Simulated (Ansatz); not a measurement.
# λ, α²F and ρ(T) of Au-Ti-Ti-Au stack of (111) layers

The plan: relax Au-Ti-Ti-Au stack of (111) layers, check its phonons, and, if the lattice is stable, compute its Eliashberg function and ρ(T).

Calculated with Ansatz 0.2.0; DFT LDA, scalar-relativistic, plane waves, PAW; PAW set soft_1.

## Step 1: Starting point

The cell holds 4 atoms: 2 Au and 2 Ti. Its edges and angles: a = 2.923 Å, b = 2.923 Å, c = 18.159 Å, α = 90.0°, β = 90.0°, γ = 120.0°. Vacuum lies along c.

## Step 2: Rough relaxation

Large forces or a large pressure at the start call for a first relaxation with loose thresholds.

input.yaml

```yaml
crystal:
  lattice:
    - [2.92265, 0.0, 0.0]
    - [-1.46133, 2.53109, 0.0]
    - [0.0, 0.0, 18.15901]
  atoms:
    - { symbol: Au, position: [0.0, 0.0, 0.30287993] }
    - { symbol: Ti, position: [0.33333333, 0.66666667, 0.43429331] }
    - { symbol: Ti, position: [0.66666667, 0.33333333, 0.56570669] }
    - { symbol: Au, position: [0.0, 0.0, 0.69712007] }
  periodic: [true, true, false]
kpoints:
  mp_grid: { grid: [9, 9, 1] }
hamiltonian:
  xc: lda
  pseudopotentials: { kind: paw, azcp: { folder: soft_1 }, xc_functional: pbe }
scf:
  occupations: { method: gaussian, width: 0.1 }
output:
  forces: true
  stress: true
  eigenvalues: true
relax:
  adjacent_minimum: "off"
  f_tol: 0.05
  max_steps: 80
  cell: { stress_2d_tol: 0.02 }
```

Launch:

```sh
$ ansatz run input.yaml --threads 4 --pin off --max-ram 12288MiB --backend cpu --events-out ev --progress --plain --runs-dir out
```

Numbers of over 12 decimals in the logs are rounded to 6 here.

The log of the run:

```text
Warning: crystal.periodic: the lattice vector that does not repeat stood 0.000° off the slab's normal, 18.159 Å along it as the deck builds it. The run solves the slab on a vector along the normal, 38.118 Å long, with every atom where it was (on the deck's vector they left 11.00 Å outside them, and the widest stretch free of ions among them is 2.39 Å). A fractional position that the run reports is one of the run's ce [...]
The last accepted step is kept in <dir> (removed where the run ends without a failure and the disk answers)
crystal.periodic: the lattice vector that does not repeat stood 0.000° off the slab's normal, 18.159 Å along it as the deck builds it. The run solves the slab on a vector along the normal, 38.118 Å long, with every atom where it was (on the deck's vector they left 11.00 Å outside them, and the widest stretch free of ions among them is 2.39 Å). A fractional position that the run reports is one of the run's cell, which [...]
Engine: ansatz 0.2.0, aarch64-unknown-linux-gnu
Pseudopotentials: kind: paw
Pseudopotential: Au, paw, valence charge 19, recommended cutoff 420 eV (normal), soft_1/Au.paw.azcp
Pseudopotential: Ti, paw, valence charge 12, recommended cutoff 420 eV (normal), soft_1/Ti.paw.azcp
Functional definition: SPW92
  exchange = slater_x
  correlation = pw_c
Crystal: 4 atoms, lattice volume = 281.978 Å³
Basis set: ecut = 420 eV, 5455 PW (Γ)
Bands: 38, of which v1, the nominal top of the filled ones, is band 31 counted from 1 (30 counted from 0)
Symmetry: 12 space group operations
Space group: P-3m1 (ITA 164), of the structure as read, at distance tolerance 6.6e-5 Å
k-points: 12 of 81
Non-local potential: Au, projectors of the file, l = 0: 3, l = 1: 2, l = 2: 2, l = 3: 1
Non-local potential: Ti, projectors of the file, l = 0: 3, l = 1: 2, l = 2: 3, l = 3: 1
PAW form: soft (Blöchl's): semilocal exchange-correlation on the pseudo side does not see the compensation charge
PAW frozen core: Au, regenerated for the run's functional, and the local potential with it (the file was generated under x = pbe(κ = 0.804, μ = 0.219515), c = pbe(β = 0.066725))
PAW frozen core: Ti, regenerated for the run's functional, and the local potential with it (the file was generated under x = pbe(κ = 0.804, μ = 0.219515), c = pbe(β = 0.066725))
PAW one-centre angular grid: Au, 590 points (default); XC on 64 Gauss nodes
PAW one-centre angular grid: Ti, 590 points (default); XC on 64 Gauss nodes
Initial density: superposition of atomic densities (neutral atoms: chi_scale 0, normalization atom)
Initial wavefunctions: pseudopotential atomic-orbital guess
Functional: x = slater, c = lda
SCF iter   1: F=—  HF=-30640.479463 eV  |F-HF|=—  |Δ(HF+E_count)|=         —  Δρ=1.01e-1  dr2=2.11e2  ethr=3.10e-3  ⟨swp⟩=14.2  Hψ=3202  notcnv=0
preconditioner: auto → LDOS  [metal: Δε(μ)=0.047 eV  Ē_g=3.620 eV  σ=0.100 eV  W_gap=0.26  n_scr=24 (ndim 8)  ℏωp=12.1 eV  f_vac=0.711  D(μ)=5.77/eV (n_scr^D=22)  β→1.0]
SCF iter   2: F=—  HF=-30636.570105 eV  |F-HF|=—  |Δ(HF+E_count)|=    3.91e0  Δρ=6.26e-2  dr2=1.34e1  ethr=3.10e-3  ⟨swp⟩=5.2  Hψ=1351  notcnv=0  defer=17
SCF iter   3: F=—  HF=-30632.800369 eV  |F-HF|=—  |Δ(HF+E_count)|=    3.77e0  Δρ=1.63e-2  dr2=1.89e0  ethr=3.10e-3  ⟨swp⟩=3.9  Hψ=1251  notcnv=0  defer=12
SCF iter   4: F=—  HF=-30632.722486 eV  |F-HF|=—  |Δ(HF+E_count)|=   7.79e-2  Δρ=9.20e-3  dr2=6.30e-1  ethr=3.05e-3  ⟨swp⟩=3.2  Hψ=919  notcnv=0  defer=15
SCF iter   5: F=—  HF=-30632.659829 eV  |F-HF|=—  |Δ(HF+E_count)|=   6.27e-2  Δρ=3.98e-3  dr2=1.58e-1  ethr=1.02e-3  ⟨swp⟩=2.8  Hψ=867  notcnv=0  defer=17
SCF iter   6: F=—  HF=-30632.649896 eV  |F-HF|=—  |Δ(HF+E_count)|=   9.93e-3  Δρ=1.53e-3  dr2=2.08e-2  ethr=2.55e-4  ⟨swp⟩=2.2  Hψ=712  notcnv=0  defer=16
SCF iter   7: F=—  HF=-30632.647837 eV  |F-HF|=—  |Δ(HF+E_count)|=   2.06e-3  Δρ=3.69e-4  dr2=9.01e-4  ethr=3.35e-5  ⟨swp⟩=3.1  Hψ=832  notcnv=0  defer=16
SCF iter   8: F=—  HF=-30632.647747 eV  |F-HF|=—  |Δ(HF+E_count)|=   8.95e-5  Δρ=2.23e-4  dr2=9.44e-4  ethr=1.45e-6  ⟨swp⟩=3.5  Hψ=915  notcnv=0  defer=16
SCF iter   9: F=—  HF=-30632.647730 eV  |F-HF|=—  |Δ(HF+E_count)|=   1.76e-5  Δρ=8.96e-5  dr2=1.64e-4  ethr=1.45e-6  ⟨swp⟩=1.5  Hψ=524  notcnv=0  defer=16
SCF iter  10: F=—  HF=-30632.647737 eV  |F-HF|=—  |Δ(HF+E_count)|=   7.76e-6  Δρ=2.29e-5  dr2=1.97e-6  ethr=2.65e-7  ⟨swp⟩=2.3  Hψ=615  notcnv=0  defer=16
SCF iter  11: F=—  HF=-30632.647908 eV  |F-HF|=—  |Δ(HF+E_count)|=   1.70e-4  Δρ=1.41e-5  dr2=8.34e-7  ethr=3.18e-9  ⟨swp⟩=4.0  Hψ=1106  notcnv=0  defer=16
iter 12 did not close the SCF: its close was put off until two iterations running show no level that it waits for move by more than its bar (scf_convergence_deferred on its scf_iter line)
SCF iter  12: F=-30632.647909 eV  HF=-30632.647908 eV  |F-HF|=1.29e-7  |Δ(HF+E_count)|=   5.98e-7  Δρ=4.47e-6  dr2=9.25e-8  ethr=1.61e-10  ⟨swp⟩=16.0  Hψ=3247  notcnv=0
iter 13 did not close the SCF: its close was put off until two iterations running show no level that it waits for move by more than its bar (scf_convergence_deferred on its scf_iter line)
SCF iter  13: F=-30632.647909 eV  HF=-30632.647909 eV  |F-HF|=1.82e-8  |Δ(HF+E_count)|=   1.58e-7  Δρ=2.21e-6  dr2=1.61e-8  ethr=1.49e-10  ⟨swp⟩=3.9  Hψ=1832  notcnv=0
SCF iter  14: F=-30632.647909 eV  HF=-30632.647909 eV  |F-HF|=2.97e-9  |Δ(HF+E_count)|=   2.46e-8  Δρ=4.40e-7  dr2=4.37e-10  ethr=2.60e-11  ⟨swp⟩=3.9  Hψ=1793  notcnv=0
SCF 1 converged in 14 iterations: F = -30632.647909 eV  dr2 = 4.37e-10
  greatest PAW one-centre occupation: 1.001 electrons in one spin orbital (limit 2), on the Au atom at site 3 (counted from 0), in its partial waves of l = 0
relax step   1: F+E_penalty+E_count = -30632.64790856 eV  Δ(F+E_penalty+E_count) = +0.000e0 eV  max|allowed force component| = 1.045e0 eV/Å  Δτ_max = 0.0000 Å  P = -11.428 N/m  Ω = 281.978 Å³  fix = [c, alpha, beta]  reactions: c -0.000 N/m  (14 SCF iters, dr2 threshold 1.00e-7 eV, accepted)
Crystal: 4 atoms, lattice volume = 270.659 Å³
Basis set: ecut = 420 eV, 5299 PW (Γ)
Initial density: handed on by an earlier stage of this run
Initial wavefunctions: those handed on with the density
SCF iter   1: F=—  HF=-30633.311240 eV  |F-HF|=—  |Δ(HF+E_count)|=         —  Δρ=1.59e-2  dr2=3.41e0  ethr=3.10e-3  ⟨swp⟩=13.4  Hψ=2450  notcnv=0
preconditioner: auto → LDOS  [metal: Δε(μ)=0.050 eV  Ē_g=5.001 eV  σ=0.100 eV  W_gap=0.27  n_scr=24 (ndim 8)  ℏωp=12.4 eV  f_vac=0.720  D(μ)=7.00/eV (n_scr^D=26)  β→1.0]
SCF iter   2: F=—  HF=-30633.147590 eV  |F-HF|=—  |Δ(HF+E_count)|=   1.64e-1  Δρ=7.87e-3  dr2=9.05e-1  ethr=3.10e-3  ⟨swp⟩=2.4  Hψ=829  notcnv=0  defer=12
[...]
SCF iter   6: F=—  HF=-30633.191551 eV  |F-HF|=—  |Δ(HF+E_count)|=   1.76e-5  Δρ=7.66e-5  dr2=1.97e-5  ethr=2.46e-6  ⟨swp⟩=2.9  Hψ=746  notcnv=0  defer=17
SCF iter   7: F=—  HF=-30633.191744 eV  |F-HF|=—  |Δ(HF+E_count)|=   1.93e-4  Δρ=2.78e-5  dr2=3.05e-6  ethr=3.17e-8  ⟨swp⟩=4.1  Hψ=1130  notcnv=0  defer=17
iter 8 did not close the SCF: its close was put off until two iterations running show no level that it waits for move by more than its bar (scf_convergence_deferred on its scf_iter line)
SCF iter   8: F=-30633.191747 eV  HF=-30633.191746 eV  |F-HF|=3.90e-7  |Δ(HF+E_count)|=   2.36e-6  Δρ=1.04e-5  dr2=2.90e-7  ethr=6.45e-10  ⟨swp⟩=21.3  Hψ=3391  notcnv=0
iter 9 did not close the SCF: its close was put off until two iterations running show no level that it waits for move by more than its bar (scf_convergence_deferred on its scf_iter line)
SCF iter   9: F=-30633.191747 eV  HF=-30633.191747 eV  |F-HF|=4.01e-9  |Δ(HF+E_count)|=   4.52e-7  Δρ=2.29e-6  dr2=2.39e-8  ethr=4.68e-10  ⟨swp⟩=4.8  Hψ=1932  notcnv=0
SCF iter  10: F=-30633.191747 eV  HF=-30633.191747 eV  |F-HF|=2.24e-9  |Δ(HF+E_count)|=   1.09e-8  Δρ=8.58e-7  dr2=2.92e-9  ethr=3.86e-11  ⟨swp⟩=4.2  Hψ=1878  notcnv=0
SCF 3 converged in 10 iterations: F = -30633.191747 eV  dr2 = 2.92e-9
relax step   3: F+E_penalty+E_count = -30633.19174669 eV  Δ(F+E_penalty+E_count) = -1.121e-1 eV  max|allowed force component| = 1.467e-1 eV/Å  Δτ_max = 0.1951 Å  P = +3.944 N/m  Ω = 270.049 Å³  energy of the carried Pulay correction = +5.879e-4 eV  fix = [c, alpha, beta]  reactions: c +0.000 N/m  (10 SCF iters, dr2 threshold 4.00e-7 eV, accepted)
[...]
relax step   4: F+E_penalty+E_count = -30633.21238890 eV  Δ(F+E_penalty+E_count) = -2.064e-2 eV  max|allowed force component| = 3.734e-2 eV/Å  Δτ_max = 0.0191 Å  P = +1.272 N/m  Ω = 274.247 Å³  energy of the carried Pulay correction = +3.781e-4 eV  fix = [c, alpha, beta]  reactions: c +0.000 N/m  (7 SCF iters, dr2 threshold 4.00e-7 eV, accepted)
[...]
relax step   5: F+E_penalty+E_count = -30633.21849717 eV  Δ(F+E_penalty+E_count) = -6.108e-3 eV  max|allowed force component| = 1.292e-1 eV/Å  Δτ_max = 0.0363 Å  P = -0.181 N/m  Ω = 279.208 Å³  energy of the carried Pulay correction = +1.343e-4 eV  fix = [c, alpha, beta]  reactions: c -0.000 N/m  (6 SCF iters, dr2 threshold 4.00e-7 eV, accepted)
[...]
relax step   6: F+E_penalty+E_count = -30633.21937045 eV  Δ(F+E_penalty+E_count) = -8.733e-4 eV  max|allowed force component| = 1.167e-2 eV/Å  Δτ_max = 0.0057 Å  P = -0.007 N/m  Ω = 279.534 Å³  energy of the carried Pulay correction = +1.184e-4 eV  fix = [c, alpha, beta]  reactions: c -0.000 N/m  (5 SCF iters, dr2 threshold 4.00e-7 eV, accepted)
Initial wavefunctions: pseudopotential atomic-orbital guess (no wavefunctions were taken with the density)
iter 1 solved again at ethr=1.03e-7 eV; its pass at ethr=3.10e-3 eV (dr2=6.38e-5 eV) is discarded
SCF iter   1: F=—  HF=-30633.219035 eV  |F-HF|=—  |Δ(HF+E_count)|=         —  Δρ=1.01e-5  dr2=1.74e-7  ethr=1.03e-7  ⟨swp⟩=6.9  Hψ=5307  notcnv=0
preconditioner: auto → LDOS  [insulator: Δε(μ)=0.118 eV  Ē_g=5.532 eV  σ=0.100 eV  W_gap=0.58  n_scr=24 (ndim 8)  ℏωp=12.2 eV  f_vac=0.730  D(μ)=2.08/eV (n_scr^D=14)  ε∞_Penn≈5.8  β→1.0]
SCF iter   2: F=—  HF=-30633.219228 eV  |F-HF|=—  |Δ(HF+E_count)|=   1.93e-4  Δρ=6.29e-6  dr2=1.82e-7  ethr=2.81e-10  ⟨swp⟩=5.0  Hψ=1474  notcnv=0
SCF iter   3: F=—  HF=-30633.219228 eV  |F-HF|=—  |Δ(HF+E_count)|=   2.00e-8  Δρ=1.63e-6  dr2=1.35e-8  ethr=2.81e-10  ⟨swp⟩=3.8  Hψ=1082  notcnv=0
SCF iter   4: F=—  HF=-30633.219228 eV  |F-HF|=—  |Δ(HF+E_count)|=   1.17e-8  Δρ=5.35e-7  dr2=8.55e-10  ethr=2.18e-11  ⟨swp⟩=3.2  Hψ=881  notcnv=0
SCF iter   5: F=—  HF=-30633.219228 eV  |F-HF|=—  |Δ(HF+E_count)|=  9.57e-10  Δρ=1.16e-7  dr2=1.34e-10  ethr=1.38e-12  ⟨swp⟩=3.8  Hψ=1087  notcnv=0
SCF iter   6: F=—  HF=-30633.219228 eV  |F-HF|=—  |Δ(HF+E_count)|=  5.82e-11  Δρ=3.60e-8  dr2=1.27e-11  ethr=1.00e-12  ⟨swp⟩=1.7  Hψ=583  notcnv=0
SCF iter   7: F=—  HF=-30633.219228 eV  |F-HF|=—  |Δ(HF+E_count)|=  7.28e-12  Δρ=2.01e-8  dr2=3.19e-12  ethr=1.00e-12  ⟨swp⟩=14.8  Hψ=3226  notcnv=0
SCF iter   8: F=-30633.219228 eV  HF=-30633.219228 eV  |F-HF|=3.57e-10  |Δ(HF+E_count)|=  1.31e-10  Δρ=5.23e-9  dr2=1.57e-13  ethr=1.00e-12  ⟨swp⟩=6.5  Hψ=1990  notcnv=0
SCF 7 converged in 8 iterations: F = -30633.219228 eV  dr2 = 1.57e-13
relax step   7: F+E_penalty+E_count = -30633.21922843 eV  Δ(F+E_penalty+E_count) = +1.420e-4 eV  max|allowed force component| = 1.194e-2 eV/Å  Δτ_max = 0.0000 Å  P = -0.003 N/m  Ω = 279.534 Å³  fix = [c, alpha, beta]  reactions: c -0.000 N/m  stress off target by 3.06e-3 N/m on what of the cell is left free  SCF on the basis re-selected at this cell (its energy is not comparable with the rows above)  (8 SCF iters)
basis re-selected at this cell: Δ(F+E_penalty+E_count) = +1.420e-4 eV, ΔP = +0.004 N/m vs the last step (what re-selecting the basis moved, of the pressure what is left beyond the Pulay correction that the steps carried, after the strain that the cell walked since its last selection, with what the two solves' SCF thresholds leave and, on support functions, any second-order correction that the steps lacked; it is no m [...]
SCF converged after 8 iterations
Free energy (F): -30633.219228 eV
Harris-Foulkes:  -30633.219228 eV  (|F-HF|=3.57e-10)
Internal energy: -30633.208841 eV  (E = F + TS)
E sigma→0 (E₀):  -30633.214035 eV
Entropy (-TS):   -0.010387 eV (-2.597 meV/atom)
Fermi energy:    -4.593614 eV
--- Per-component energies (eV) ---
  E_band       = -2134.313239
  E_kinetic    = 1722.740926
  E_local      = -315747.818541  (includes V_loc(G=0)·N_el)
  E_nonlocal   = 338.586575
  E_hartree    = 156760.362011
  E_xc         = -659.869273
  E_vxc        = -814.395757  (∫ρ·V_xc dr)
  E_paw        = -20883.272688  (= ΣΔE_a)
  E_vpaw       = -1154.153301  (= ΣTr[D̂ρ^β])
  E_aug_tail   = 0.002837  (compensation charges beyond the density's cutoff)
  E_ewald      = 147834.361919
  E_core_change = 1.697393  (= ΣΔE_core)
  E_smearing   = -0.010387  (= −TS)
  E_closure    = 0.000000  (closes the sum)
  Σ components = -30633.219228   (vs F -30633.219228, Δ=0.00e0)
--- Forces (eV/Å), atoms counted from 1 ---
  atom   1  Au     0.00000000    -0.00000000    -0.00178121
  atom   2  Ti     0.00000000    -0.00000000     0.01194268
  atom   3  Ti    -0.00000000     0.00000000    -0.01194268
  atom   4  Au    -0.00000000     0.00000000     0.00178121
  max |Σ_I F_I| component: 2.78e-17 eV/Å
--- 2D stress c σ (N/m, compression-positive) ---
       -0.003060      -0.000000       0.000000
       -0.000000      -0.003060       0.000000
        0.000000       0.000000      -0.000000
  P = ½ c Tr σ = -0.0031 N/m
--- Band table (eV; the first three rows and the last of 12) ---
  k-point 0: bands = [... 27 lower, -8.1746, -7.8686, -7.0053, -4.6357, -4.0933, -4.0217, -4.0217, -3.8057, ... 3 higher]
  k-point 1: bands = [... 27 lower, -8.2240, -7.5696, -6.7065, -4.7231, -4.3018, -3.9197, -3.8480, -3.6727, ... 3 higher]
  k-point 2: bands = [... 27 lower, -8.3147, -7.1607, -6.1753, -4.9938, -4.5173, -4.1871, -3.6115, -3.5048, ... 3 higher]
  k-point 11: bands = [... 27 lower, -5.4697, -5.4697, -5.0694, -4.7926, -4.0333, -4.0333, -2.5870, -1.9184, ... 3 higher]
--- Relaxed structure (6 steps of the walk, 6 accepted, 1 SCFs on fresh bases) ---
  F+E_penalty+E_count = -30633.21922843 eV   max|allowed force component| = 1.194e-2 eV/Å   (the final SCF, on the basis selected at the relaxed cell)
  cell:  # Å, volume = 279.5343 Å³
    - [2.909960, 2.874217049788486e-6, 0]
    - [-1.454983, 2.520098, 0]
    - [0, 0, 38.118021]
  atoms:
    - { symbol: Au, position: [1.5089842414993895e-17, -6.035934900771177e-18, 0.155119] }
    - { symbol: Ti, position: [0.333333, 0.666667, 0.210708] }
    - { symbol: Ti, position: [0.666667, 0.333333, 0.265681] }
    - { symbol: Au, position: [-1.5089842414993895e-17, 6.0359349007711776e-18, 0.321270] }
```

The job ended after 24 s (4 threads of Arm Neoverse V1, shared host; peak memory 0.66 GiB; 89 s of CPU time).

Step by step:

| step | energy less that of the first step (eV) | largest force component (eV/Å) | volume (Å³) |
| --- | --- | --- | --- |
| 1 | 0.0000 | 1.0451 | 281.98 |
| 2 | -0.4317 | 0.4355 | 270.66 |
| 3 | -0.5438 | 0.1467 | 270.05 |
| 4 | -0.5645 | 0.0373 | 274.25 |
| 5 | -0.5706 | 0.1292 | 279.21 |
| 6 | -0.5715 | 0.0117 | 279.53 |
| 7* | -0.5713 | 0.0119 | 279.53 |

Relaxation steps marked * repeat the geometry before them on a plane-wave basis chosen anew for their cell, so energy and pressure can jump there.

Forces are held to the 12 operations that the run works with; a distortion that breaks them can't arise in this run.

| cell as run | before | after | change |
| --- | --- | --- | --- |
| a (Å) | 2.923 | 2.910 | -0.4 % |
| b (Å) | 2.923 | 2.910 | -0.4 % |

The atoms that moved most (Å, along periodic axes as changes of fractional coordinates times the final cell, across vacuum about the mean position):

| atom | dx | dy | dz | length |
| --- | --- | --- | --- | --- |
| Au1 | 0.000 | 0.000 | 0.413 | 0.413 |
| Au4 | 0.000 | 0.000 | -0.413 | 0.413 |
| Ti3 | 0.000 | 0.000 | -0.145 | 0.145 |
| Ti2 | 0.000 | 0.000 | 0.145 | 0.145 |

The relaxed structure:

```xyz
4
Lattice="2.9100 0.0000 0.0000 -1.4550 2.5201 0.0000 0.0000 0.0000 38.1180" Properties=species:S:1:pos:R:3
Au    0.0000    0.0000    5.9128
Ti    0.0000    1.6801    8.0318
Ti    1.4550    0.8400   10.1272
Au    0.0000    0.0000   12.2462
```

Numbers from this step:

| Quantity | Value |
| --- | --- |
| metallic on mesh | yes |
| gap on the k-mesh | 0 eV |

The relaxation ends with a largest force component of 0.012 eV/Å.

## Step 3: Relaxing cell and atoms

Lattice constant and positions set the bands and the force constants, so the cell is relaxed first.

input.yaml, the sections that differ from step 2:

```yaml
crystal:
  lattice:
    - [2.9099603224, 2.8742e-06, 0.0]
    - [-1.4549826504, 2.5200981261, 0.0]
    - [0.0, 0.0, 38.1180212893]
  atoms:
    - { symbol: Au, position: [0.0, 0.0, 0.1551188052] }
    - { symbol: Ti, position: [0.3333333333, 0.6666666667, 0.2107082125] }
    - { symbol: Ti, position: [0.6666666667, 0.3333333333, 0.2656808913] }
    - { symbol: Au, position: [0.0, 0.0, 0.3212702986] }
  periodic: [true, true, false]
kpoints:
  mp_grid: { grid: [12, 12, 1] }
relax:
  adjacent_minimum: "off"
  f_tol: 0.005
  max_steps: 80
  cell: { stress_2d_tol: 0.02 }
# hamiltonian, scf, output: as in step 2
```

The log of the run:

```text
[the first part of the log is left out]
  E_aug_tail   = 0.002835  (compensation charges beyond the density's cutoff)
  E_ewald      = 147352.268354
  E_core_change = 1.697393  (= ΣΔE_core)
  E_smearing   = -0.019418  (= −TS)
  E_closure    = 0.000000  (closes the sum)
  Σ components = -30633.205514   (vs F -30633.205514, Δ=0.00e0)
--- Forces (eV/Å), atoms counted from 1 ---
  atom   1  Au     0.00000000    -0.00000000    -0.00029044
  atom   2  Ti     0.00000000    -0.00000000    -0.00217790
[...]
-0.000000       0.000000       0.000000
  P = ½ c Tr σ = 0.0093 N/m
--- Band table (eV; the first three rows and the last of 19) ---
[...]
--- Relaxed structure (4 steps of the walk, 3 accepted, 1 SCFs on fresh bases) ---
[...]
cell:  # Å, volume = 280.8228 Å³
    - [2.916659, 2.880856843120216e-6, 0]
    - [-1.458332, 2.525899, 0]
    - [0, 0, 38.1180212893]
  atoms:
[...]
- { symbol: Ti, position: [0.333333, 0.666667, 0.210745] }
    - { symbol: Ti, position: [0.666667, 0.333333, 0.265644] }
    - { symbol: Au, position: [-1.3747258092714956e-19, 1.374725809271643e-19, 0.320987] }
```

The job ended after 25 s (4 threads; peak memory 0.71 GiB; 96 s of CPU time).

The steps of the relaxation:

```
step  energy less that of the first step (eV)  largest force component (eV/Å)  volume (Å³)
   1                                   0.0000                          0.0135       279.53
   2                                  -0.0003                          0.0325       280.46
   3                                  -0.0001                          0.0323       280.69
   4                                  -0.0003                          0.0022       280.82
   5                                  -0.0004                          0.0022       280.82
```

The log counts 1 steps on a newly chosen plane-wave basis, not all of them marked here; energy and pressure can jump at such steps. Relaxation step 3 was tried and not accepted.

| cell as run | before | after | change |
| --- | --- | --- | --- |
| a (Å) | 2.910 | 2.917 | +0.2 % |
| b (Å) | 2.910 | 2.917 | +0.2 % |

The atoms that moved most (Å, along periodic axes as changes of fractional coordinates times the final cell, across vacuum about the mean position):

```csv
atom,dx,dy,dz,length
Au4,0.000,0.000,-0.011,0.011
Au1,0.000,0.000,0.011,0.011
```

Final coordinates:

```xyz
4
Lattice="2.9167 0.0000 0.0000 -1.4583 2.5259 0.0000 0.0000 0.0000 38.1180" Properties=species:S:1:pos:R:3
Au    0.0000    0.0000    5.9236
Ti    0.0000    1.6839    8.0332
Ti    1.4583    0.8420   10.1258
Au    0.0000    0.0000   12.2354
```

(Part 1 of 4 ends here.)

[Logs are printed without paths, hosts, clocks, repeated set-up lines and the standing remarks that a program may print on its own settings, such as how far it seeks lower states.]

[Hosts, paths, dates, database ids (printed as entryN), source tags and the programs' standing remarks are cut or masked in the printed files.]
